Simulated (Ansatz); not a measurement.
# Changed inputs in constrained RPA: TaSeS (P3m1)

Wanted: the sensitivity and cost of U and J for TaSeS (P3m1).

Program: Ansatz 0.2.0. Level of theory: constrained RPA on LDA, plane waves, PAW. Results are calculated unless marked as measured.

## Step 1: The structure

It takes space group P3m1 (No. 156, trigonal). The conventional cell has a = 3.433 Å, b = 3.433 Å, c = 6.400 Å, α = 90.00°, β = 90.00°, γ = 120.00°. Nearest to Ta lie 3 S at 2.49 Å and 3 Se at 2.62 Å. Nearest to Se lie 3 Ta at 2.62 Å. S has 3 Ta at 2.49 Å nearest. Farther neighbours and most contacts between anions are not listed.

Coordinates:

```cif
data_structure
_symmetry_space_group_name_H-M 'P3m1'
_symmetry_Int_Tables_number 156
_cell_length_a 3.4333
_cell_length_b 3.4333
_cell_length_c 6.4000
_cell_angle_alpha 90.000
_cell_angle_beta 90.000
_cell_angle_gamma 120.000
_cell_volume 65.33
loop_
_atom_site_label
_atom_site_type_symbol
_atom_site_symmetry_multiplicity
_atom_site_Wyckoff_symbol
_atom_site_fract_x
_atom_site_fract_y
_atom_site_fract_z
_atom_site_occupancy
Ta1 Ta 1 a 0.00000 0.00000 0.01060 1
Se1 Se 1 c 0.66667 0.33333 0.74391 1
S1 S 1 b 0.33333 0.66667 0.24549 1
```

The cell and positions are those that the Materials Project relaxed with its own functionals (PBE, PBE+U or r2SCAN), kept fixed. Spin-orbit coupling is left out unless a step names it. The default PAW set here is soft_2. Its files were made with PBE.

## Step 2: Base: Ta t2g, bands v1 to c2, 6×6×4 mesh, medium accuracy

Constrained RPA screens the interaction with every transition except those inside the target bands, which a later many-body model would treat itself.

Contents of input.yaml:

```yaml
crystal:
  lattice:
    - [-2.42772934, 2.42772936, 1.0e-08]
    - [2.42772934, -1.0e-08, -2.42772936]
    - [-3.69501289, -3.69501284, -3.69501284]
  atoms:
    - { symbol: Ta, position: [0.0, 0.0, 0.010597] }
    - { symbol: Se, position: [0.66666667, 0.33333333, 0.743908] }
    - { symbol: S, position: [0.33333333, 0.66666667, 0.245495] }
kpoints:
  mp_grid: { grid: [12, 12, 4] }
hamiltonian:
  xc: lda
scf:
  occupations: { method: gaussian, width: 0.08 }
  n_extra_bands: 19
  max_iter: 150
output:
  crpa:
    kmesh: [6, 6, 4]
    target_bands: [v1, c2]
    projections: [{ species: Ta, l: d, shell: 5, orbitals: [dxz, dyz, dxy] }]
  local_orbitals:
    kmesh: [6, 6, 4]
    orbitals: [{ species: Ta, l: d, shell: 5, orbitals: [dxz, dyz, dxy] }]
    window: { bands: [v1, c2] }
    seedname: lo
```

Command:

```console
ansatz run input.yaml --threads 4 --pin off --max-ram 9216MiB --backend cpu --events-out ev --progress --plain --runs-dir out
```

Numbers of over 12 decimals in the logs are rounded to 6 here.

The program printed:

```text
scf.n_extra_bands = 19 over 18 filled bands (N_el = 35.0): the run solves 37 bands
Engine: ansatz 0.2.0, aarch64-unknown-linux-gnu
Pseudopotentials: kind: paw
Pseudopotential: Ta, paw, valence charge 13, recommended cutoff 420 eV (normal), Ta.paw.azcp
Pseudopotential: Se, paw, valence charge 16, recommended cutoff 420 eV (normal), Se.paw.azcp
Pseudopotential: S, paw, valence charge 6, recommended cutoff 420 eV (normal), S.paw.azcp
Functional definition: SPW92
  exchange = slater_x
  correlation = pw_c
Crystal: 3 atoms, lattice volume = 65.334 Å³
Basis set: ecut = 420 eV, 1305 PW (Γ)
Bands: 37, of which v1, the nominal top of the filled ones, is band 18 counted from 1 (17 counted from 0)
Symmetry: 6 space group operations
Space group: P3m1 (ITA 156), of the structure as read, at distance tolerance 4.0e-5 Å
k-points: 69 of 576 (time reversal used)
Non-local potential: Ta, projectors of the file, l = 0: 3, l = 1: 2, l = 2: 2, l = 3: 1
Non-local potential: Se, projectors of the file, l = 0: 2, l = 1: 2, l = 2: 3, l = 3: 1
Non-local potential: S, projectors of the file, l = 0: 2, l = 1: 2, l = 2: 2
PAW form: soft (Blöchl's): semilocal exchange-correlation on the pseudo side does not see the compensation charge
PAW frozen core: Ta, regenerated for the run's functional, and the local potential with it (the file was generated under x = pbe(κ = 0.804, μ = 0.219515), c = pbe(β = 0.066725))
PAW frozen core: Se, regenerated for the run's functional, and the local potential with it (the file was generated under x = pbe(κ = 0.804, μ = 0.219515), c = pbe(β = 0.066725))
PAW frozen core: S, regenerated for the run's functional, and the local potential with it (the file was generated under x = pbe(κ = 0.804, μ = 0.219515), c = pbe(β = 0.066725))
PAW one-centre angular grid: Ta, 590 points (default); XC on 64 Gauss nodes
PAW one-centre angular grid: Se, 590 points (default); XC on 64 Gauss nodes
PAW one-centre angular grid: S, 110 points (default); XC on 64 Gauss nodes
Initial density: superposition of atomic densities (neutral atoms: chi_scale 0, normalization atom), corrected by the library's trained network
Initial wavefunctions: pseudopotential atomic-orbital guess
Functional: x = slater, c = lda
SCF iter   1: F=—  HF=-15938.174716 eV  |F-HF|=—  |Δ(HF+E_count)|=         —  Δρ=5.89e-3  dr2=3.30e-2  ethr=1.77e-3  ⟨swp⟩=5.3  Hψ=11873  notcnv=0  defer=542
preconditioner: auto → LDOS  [metal: Δε(μ)=0.008 eV  Ē_g=15.926 eV  σ=0.080 eV  W_gap=0.06  n_scr=22 (ndim 8)  ℏωp=18.9 eV  f_vac=0.045  D(μ)=1.80/eV (n_scr^D=10)  β→1.0]
SCF iter   2: F=—  HF=-15938.168931 eV  |F-HF|=—  |Δ(HF+E_count)|=   5.79e-3  Δρ=1.76e-3  dr2=1.43e-3  ethr=9.43e-5  ⟨swp⟩=1.0  Hψ=3105  notcnv=0  defer=646
[...]
SCF iter   6: F=-15938.168418 eV  HF=-15938.168418 eV  |F-HF|=3.31e-8  |Δ(HF+E_count)|=   6.14e-7  Δρ=1.10e-5  dr2=7.82e-8  ethr=2.86e-10  ⟨swp⟩=7.6  Hψ=13736  notcnv=0
SCF 1 converged in 6 iterations: F = -15938.168418 eV  dr2 = 7.82e-8
[...]
NSCF: frozen V_eff on 26 k-points
NSCF: frozen V_eff on 24 k-points
[...]
cRPA screening: q 1/144
cRPA screening: q 2/144
cRPA screening: q 4/144 (q-point 3)
cRPA screening: q 5/144
cRPA screening: q 11/144 (q-point 6)
cRPA screening: q 17/144 (q-point 7)
cRPA screening: q 23/144 (q-point 8)
cRPA screening: q 29/144 (q-point 9)
cRPA screening: q 35/144 (q-point 10)
cRPA screening: q 41/144 (q-point 11)
cRPA screening: q 47/144 (q-point 12)
[...]
cRPA screening: q 125/144 (q-point 36)
cRPA screening: q 137/144 (q-point 57)
cRPA screening: q 139/144 (q-point 58)
cRPA screening: q 143/144 (q-point 59)
SCF converged after 6 iterations
Free energy (F): -15938.168418 eV
Harris-Foulkes:  -15938.168418 eV  (|F-HF|=3.31e-8)
Internal energy: -15938.162594 eV  (E = F + TS)
E sigma→0 (E₀):  -15938.165506 eV
Entropy (-TS):   -0.005824 eV (-1.941 meV/atom)
Fermi energy:    9.997269 eV
--- Per-component energies (eV) ---
  E_band       = -575.864427
  E_kinetic    = 590.721936
  E_local      = -4028.521256  (includes V_loc(G=0)·N_el)
  E_nonlocal   = -539.990024
  E_hartree    = 1850.876087
  E_xc         = -416.321570
  E_vxc        = -389.841421  (∫ρ·V_xc dr)
  E_paw        = -10544.414163  (= ΣΔE_a)
  E_vpaw       = 90.025487  (= ΣTr[D̂ρ^β])
  E_aug_tail   = -0.000446  (compensation charges beyond the density's cutoff)
  E_ewald      = -2853.142621
  E_core_change = 2.629463  (= ΣΔE_core)
  E_smearing   = -0.005824  (= −TS)
  E_closure    = -0.000000  (closes the sum)
  Σ components = -15938.168418   (vs F -15938.168418, Δ=0.00e0)
--- Band table (eV; the first three rows and the last of 69) ---
  k-point 0: bands = [... 14 lower, 8.5180, 9.7978, 9.7978, 9.9831, 10.1660, 10.1660, 13.7773, 13.7773, ... 15 higher]
  k-point 1: bands = [... 14 lower, 7.5071, 9.7474, 9.7474, 10.1582, 10.1582, 10.5152, 13.9042, 13.9042, ... 15 higher]
  k-point 2: bands = [... 14 lower, 6.5963, 9.6984, 9.6984, 10.1505, 10.1505, 10.7744, 14.0348, 14.0348, ... 15 higher]
  k-point 68: bands = [... 14 lower, 6.4328, 6.6698, 6.7071, 11.1793, 11.2087, 11.3491, 14.4987, 14.7684, ... 15 higher]
--- cRPA (band scheme, projected local orbitals): target bands 18..20 (1-based), 3 Wannier function(s), 6×6×4 mesh, 40 bands' worth read of 45 solved, ecut_chi 136.0 eV, v(q+G=0) probe_charge, pair densities all_electron ---
  χ-basis size per q: N_G = 230..247
  window electrons = 1.0000, filled by tetrahedron_uncorrected; constrained ε̄⁻¹(q = 0, 0) head = 0.034513; min gauge Gram eig = 0.4738
  Kanamori averages over each shell's own Wannier functions (sites counted from 0, functions from 1):
    Site 0, 5D, 3 of 5 d orbitals (Wannier functions 1, 2, 3; wannier90's mr 2, 3, 5):
      screened: U = 1.3161 eV, U' = 0.8830 eV, J = 0.1976 eV
      screened, to within: U = 2.8e-3 eV, U' = 2.8e-3 eV, J = 5.9e-4 eV
      bare: V = 8.5754 eV, V' = 7.8939 eV, J = 0.2876 eV
  Hermiticity witness max|P − P†| over intra, direct and exchange elements: 1.33e-14 eV (screened), 8.40e-19 eV (bare)
  Reality witness max|Im| over intra, direct and exchange elements: 6.70e-18 eV (screened), 7.86e-18 eV (bare)
```

Wall time 2.7 min (4 threads of Arm Neoverse V2, shared host); peak memory 0.67 GiB; 10 min of CPU time.

In the SCF lines HF is the Harris–Foulkes energy and dr2 the Hartree energy of the density residual, in eV; the loop may stop once dr2 is under the threshold and the program's other checks hold. Hψ counts applications of the Hamiltonian.

This step gave:

```yaml
u: 1.316 eV
u_prime_inter_orbital: 0.8830 eV
j: 0.1976 eV
bare_v: 8.575 eV
bare_j: 0.2876 eV
stated_bound_on_u: 0.002711 eV
u_over_bare_v: 0.1535
electrons_in_the_window: 1.0000
head_of_the_constrained_inverse_dielectric_matrix: 0.03451
least_eigenvalue_of_the_projection_s_overlap: 0.4738
target_functions: 3
bands_in_the_sums: 40
r_m_s_miss_of_the_model_bands: 0.05470 eV
width_of_the_target_bands: 3.972 eV
weight_of_the_projected_orbitals_in_the_window: 0.7525
```

On the Ta t2g shell, screening brings the on-site interaction from 8.6 eV down to U = 1.32 eV.

## Step 3: Changed: 6×6×2 mesh

input.yaml, the sections that differ from step 2:

```yaml
output:
  crpa:
    kmesh: [6, 6, 2]
    target_bands: [v1, c2]
    projections: [{ species: Ta, l: d, shell: 5, orbitals: [dxz, dyz, dxy] }]
# crystal, kpoints, hamiltonian, scf: as in step 2
```

The program printed:

```text
[...]
Crystal: 3 atoms, lattice volume = 65.334 Å³
Basis set: ecut = 420 eV, 1305 PW (Γ)
Bands: 37, of which v1, the nominal top of the filled ones, is band 18 counted from 1 (17 counted from 0)
Symmetry: 6 space group operations
[...]
k-points: 69 of 576 (time reversal used)
[...]
SCF iter   1: F=—  HF=-15938.174716 eV  |F-HF|=—  |Δ(HF+E_count)|=         —  Δρ=5.89e-3  dr2=3.30e-2  ethr=1.77e-3  ⟨swp⟩=5.3  Hψ=11873  notcnv=0  defer=542
[...]
SCF iter   6: F=-15938.168418 eV  HF=-15938.168418 eV  |F-HF|=3.31e-8  |Δ(HF+E_count)|=   6.14e-7  Δρ=1.10e-5  dr2=7.82e-8  ethr=2.86e-10  ⟨swp⟩=7.6  Hψ=13736  notcnv=0
SCF 1 converged in 6 iterations: F = -15938.168418 eV  dr2 = 7.82e-8
[...]
NSCF: frozen V_eff on 14 k-points
[...]
cRPA screening: q 1/72
cRPA screening: q 2/72
cRPA screening: q 3/72
cRPA screening: q 9/72 (q-point 4)
cRPA screening: q 15/72 (q-point 5)
[...]
SCF converged after 6 iterations
Free energy (F): -15938.168418 eV
[...]
Internal energy: -15938.162594 eV  (E = F + TS)
E sigma→0 (E₀):  -15938.165506 eV
Entropy (-TS):   -0.005824 eV (-1.941 meV/atom)
Fermi energy:    9.997269 eV
[...]
--- Band table (eV; the first three rows and the last of 69) ---
  k-point 0: bands = [... 14 lower, 8.5180, 9.7978, 9.7978, 9.9831, 10.1660, 10.1660, 13.7773, 13.7773, ... 15 higher]
  k-point 1: bands = [... 14 lower, 7.5071, 9.7474, 9.7474, 10.1582, 10.1582, 10.5152, 13.9042, 13.9042, ... 15 higher]
  k-point 2: bands = [... 14 lower, 6.5963, 9.6984, 9.6984, 10.1505, 10.1505, 10.7744, 14.0348, 14.0348, ... 15 higher]
  k-point 68: bands = [... 14 lower, 6.4328, 6.6698, 6.7071, 11.1793, 11.2087, 11.3491, 14.4987, 14.7684, ... 15 higher]
[...]
χ-basis size per q: N_G = 230..247
[...]
Site 0, 5D, 3 of 5 d orbitals (Wannier functions 1, 2, 3; wannier90's mr 2, 3, 5):
      screened: U = 1.2997 eV, U' = 0.8659 eV, J = 0.1978 eV
      screened, to within: U = 2.5e-3 eV, U' = 2.5e-3 eV, J = 5.9e-4 eV
      bare: V = 8.6081 eV, V' = 7.9264 eV, J = 0.2879 eV
[...]
```

Run time: 55 s. Hardware: 4 threads; peak memory 0.58 GiB.

Numbers from this step:

```
U                                                 : 1.300 eV
U prime (inter-orbital)                           : 0.8659 eV
J                                                 : 0.1978 eV
bare V                                            : 8.608 eV
bare J                                            : 0.2879 eV
stated bound on U                                 : 0.002412 eV
U over bare V                                     : 0.1510
electrons in the window                           : 1.0000
head of the constrained inverse dielectric matrix : 0.02495
least eigenvalue of the projection's overlap      : 0.4738
target functions                                  : 3
bands in the sums                                 : 40
width of the target bands                         : 3.972 eV
weight of the projected orbitals in the window    : 0.7525
```

On the Ta t2g shell, screening brings the on-site interaction from 8.6 eV down to U = 1.30 eV.

## Step 4: Changed: sums over states on smooth products

input.yaml: that of step 3 with these lines changed.

```diff
@@ -19,4 +19,8 @@
   crpa:
-    kmesh: [6, 6, 2]
+    kmesh: [6, 6, 4]
     target_bands: [v1, c2]
     projections: [{ species: Ta, l: d, shell: 5, orbitals: [dxz, dyz, dxy] }]
+    accuracy: sum_over_states
+    pair_densities: pseudo
+    n_empty_bands: 36
+    ecut_chi: 136
```

The program printed:

```text
[...]
Crystal: 3 atoms, lattice volume = 65.334 Å³
Basis set: ecut = 420 eV, 1305 PW (Γ)
Bands: 37, of which v1, the nominal top of the filled ones, is band 18 counted from 1 (17 counted from 0)
Symmetry: 6 space group operations
[...]
k-points: 69 of 576 (time reversal used)
[...]
χ-basis size per q: N_G = 230..247
[...]
U and J over all bands: no bound (output.crpa.accuracy: sum_over_states); those below are of the sums over the bands read on the sphere of ecut_chi alone
[...]
Site 0, 5D, 3 of 5 d orbitals (Wannier functions 1, 2, 3; wannier90's mr 2, 3, 5):
      screened: U = 1.3769 eV, U' = 0.8847 eV, J = 0.2247 eV
      bare: V = 8.5754 eV, V' = 7.8939 eV, J = 0.2876 eV
[...]
[key lines of the parts left out:]
SCF converged after 6 iterations
Free energy (F): -15938.168418 eV
Fermi energy:    9.997269 eV
```

The job ended after 26 s (4 threads; peak memory 0.53 GiB; 99 s of CPU time).

This variant gives U = 1.38 eV against 1.32 eV. It is a finite sum over empty states with no bound on its error and stays out of the table below.

## Step 5: Changed: accuracy high

input.yaml: that of step 4 with these lines changed.

```diff
@@ -22,5 +22,2 @@
     projections: [{ species: Ta, l: d, shell: 5, orbitals: [dxz, dyz, dxy] }]
-    accuracy: sum_over_states
-    pair_densities: pseudo
-    n_empty_bands: 36
-    ecut_chi: 136
+    accuracy: high
```

The program printed:

```text
[...]
Crystal: 3 atoms, lattice volume = 65.334 Å³
Basis set: ecut = 420 eV, 1305 PW (Γ)
Bands: 37, of which v1, the nominal top of the filled ones, is band 18 counted from 1 (17 counted from 0)
Symmetry: 6 space group operations
[...]
k-points: 69 of 576 (time reversal used)
[...]
k-point 68: bands = [... 14 lower, 6.4328, 6.6698, 6.7071, 11.1793, 11.2087, 11.3491, 14.4987, 14.7684, ... 15 higher]
[...]
χ-basis size per q: N_G = 230..247
[...]
Site 0, 5D, 3 of 5 d orbitals (Wannier functions 1, 2, 3; wannier90's mr 2, 3, 5):
      screened: U = 1.3166 eV, U' = 0.8832 eV, J = 0.1977 eV
      screened, to within: U = 3.6e-4 eV, U' = 3.6e-4 eV, J = 4.9e-5 eV
      bare: V = 8.5754 eV, V' = 7.8939 eV, J = 0.2876 eV
[...]
[key lines of the parts left out:]
SCF converged after 6 iterations
Free energy (F): -15938.168418 eV
Fermi energy:    9.997269 eV
```

The job ended after 3.2 min (4 threads; peak memory 0.79 GiB).

Numbers from this step:

```
U                                                 : 1.317 eV
U prime (inter-orbital)                           : 0.8832 eV
J                                                 : 0.1977 eV
bare V                                            : 8.575 eV
bare J                                            : 0.2876 eV
stated bound on U                                 : 3.56e-4 eV
U over bare V                                     : 0.1535
electrons in the window                           : 1.0000
head of the constrained inverse dielectric matrix : 0.03451
least eigenvalue of the projection's overlap      : 0.4738
target functions                                  : 3
bands in the sums                                 : 40
width of the target bands                         : 3.972 eV
weight of the projected orbitals in the window    : 0.7525
```

On the Ta t2g shell, screening brings the on-site interaction from 8.6 eV down to U = 1.32 eV.

## Step 6: Changed: sums without a band count

input.yaml: that of step 5 with these lines changed.

```diff
@@ -22,2 +22,2 @@
     projections: [{ species: Ta, l: d, shell: 5, orbitals: [dxz, dyz, dxy] }]
-    accuracy: high
+    accuracy: sum_over_states
```

The program printed:

```text
Error: 2 input errors — fix all and re-run
  1. invalid value for `output.crpa.n_empty_bands`: is left out, and the sums over bands alone (accuracy: sum_over_states under output.crpa) have no default for it, since their result follows it; type one, or take accuracy: low, medium or high under output.crpa
  2. invalid value for `output.crpa.ecut_chi`: is left out, and the sums over bands alone (accuracy: sum_over_states under output.crpa) have no default for it, since their result follows it; type one, or take accuracy: low, medium or high under output.crpa
```

Wall time 0.13 s (4 threads); peak memory 0.095 GiB.

The program refused the input before any cycle.

The program's message: “Error: 2 input errors — fix all and re-run”

The fault put into this input: sums without a band count.

(Part 1 of 2 ends here.)

[Paths, hosts, dates, memory and timing lines, banners, echoed tables and standing remarks are left out of the program output.]

[Logs are printed without paths, hosts, clocks, repeated set-up lines and the standing remarks that a program may print on its own settings, such as how far it seeks lower states.]

[Runs of the session that timed out or met a known fault of the program may be left out.]

[Hosts, paths, dates, database ids (printed as entryN), source tags and the programs' standing remarks are cut or masked in the printed files.]
